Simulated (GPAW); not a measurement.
Consider zinc-blende (GaAs)1-x(GaP)x, x = 0.125.

```cif
data_structure
_symmetry_space_group_name_H-M 'P 1'
_symmetry_Int_Tables_number 1
_cell_length_a 7.9588
_cell_length_b 7.9588
_cell_length_c 7.9588
_cell_angle_alpha 60.000
_cell_angle_beta 60.000
_cell_angle_gamma 60.000
_cell_volume 356.48
loop_
_atom_site_label
_atom_site_type_symbol
_atom_site_fract_x
_atom_site_fract_y
_atom_site_fract_z
_atom_site_occupancy
Ga1 Ga 0.00500 0.99235 0.00188 1
As2 As 0.12559 0.12586 0.12473 1
Ga3 Ga 0.00080 0.99803 0.49996 1
As4 As 0.12560 0.12380 0.62475 1
Ga5 Ga 0.00058 0.50310 0.00257 1
P6 P 0.12406 0.62455 0.12571 1
Ga7 Ga 0.00289 0.50083 0.49372 1
As8 As 0.12586 0.62311 0.62544 1
Ga9 Ga 0.50072 0.00216 0.00079 1
As10 As 0.62761 0.12676 0.12423 1
Ga11 Ga 0.50069 0.00114 0.49933 1
As12 As 0.62546 0.12559 0.62540 1
Ga13 Ga 0.49175 0.50380 0.00194 1
As14 As 0.62359 0.62709 0.12417 1
Ga15 Ga 0.50127 0.50083 0.49924 1
As16 As 0.62572 0.62595 0.62487 1
```

Absorber: atom 1, with 1 P at 2.39 Å and 3 As at 2.45 Å (distorted tetrahedral). Method: GPAW, PBE, excited-electron core hole (neutral cell), 16-atom cell with 8.0 Å between holes, 4×4×4 k points, dipole transitions, Gaussian full width 1.82 eV up to 4 eV, rising linearly to 3.5 eV at 25 eV.

Question: What does the Ga K edge look like?

Main maxima up to 26 eV above the zero (height): 4.2 eV (1.84), 12.0 eV (1.18) and 18.4 eV (0.82). A K edge sees empty p states on the absorber. 

The Ga K spectrum (energy from the bottom of the conduction band, which holds the excited electron; intensity scaled to a mean of 1 over the first 20 eV):

| E (eV) | intensity |
| --- | --- |
| -2.0 | 0.00 |
| -1.0 | 0.01 |
| 0.0 | 0.10 |
| 1.0 | 0.47 |
| 2.0 | 1.00 |
| 3.0 | 1.42 |
| 4.0 | 1.81 |
| 5.0 | 1.60 |
| 6.0 | 1.13 |
| 7.0 | 1.01 |
| 8.0 | 0.96 |
| 9.0 | 0.89 |
| 10.0 | 0.97 |
| 11.0 | 1.12 |
| 12.0 | 1.18 |
| 13.0 | 1.09 |
| 14.0 | 0.93 |
| 15.0 | 0.78 |
| 16.0 | 0.71 |
| 17.0 | 0.75 |
| 18.0 | 0.81 |
| 19.0 | 0.81 |
| 20.0 | 0.78 |
| 21.0 | 0.77 |
| 22.0 | 0.76 |
| 23.0 | 0.73 |
| 24.0 | 0.72 |
| 25.0 | 0.73 |
| 26.0 | 0.76 |
| 27.0 | 0.79 |

The script folds with a Gaussian, whereas the core hole's own line is a Lorentzian, so the onset is too steep and the first peak too high. Lifetime broadening is put in by hand, and intensities beyond about 20 eV depend on it and on the partial waves; weight that the partial waves miss at high energy is lost.

[Banner, clock and machine lines of the logs are left out without a mark of their own.]

[Logs are printed without paths, hosts, clocks, repeated set-up lines and the standing remarks that a program may print on its own settings, such as how far it seeks lower states.]

[Hosts, paths, dates, database ids (printed as entryN), source tags and the programs' standing remarks are cut or masked in the printed files.]

[Lists of maxima count a maximum above −3 eV only where it reaches 4 % of the highest in the window and stands out from its surroundings by 2 % of it (1.5 % where it reaches 55 %); shoulders and weaker maxima are passed over, and of the rest the first, up to two pre-edge ones and the few strongest are named.]
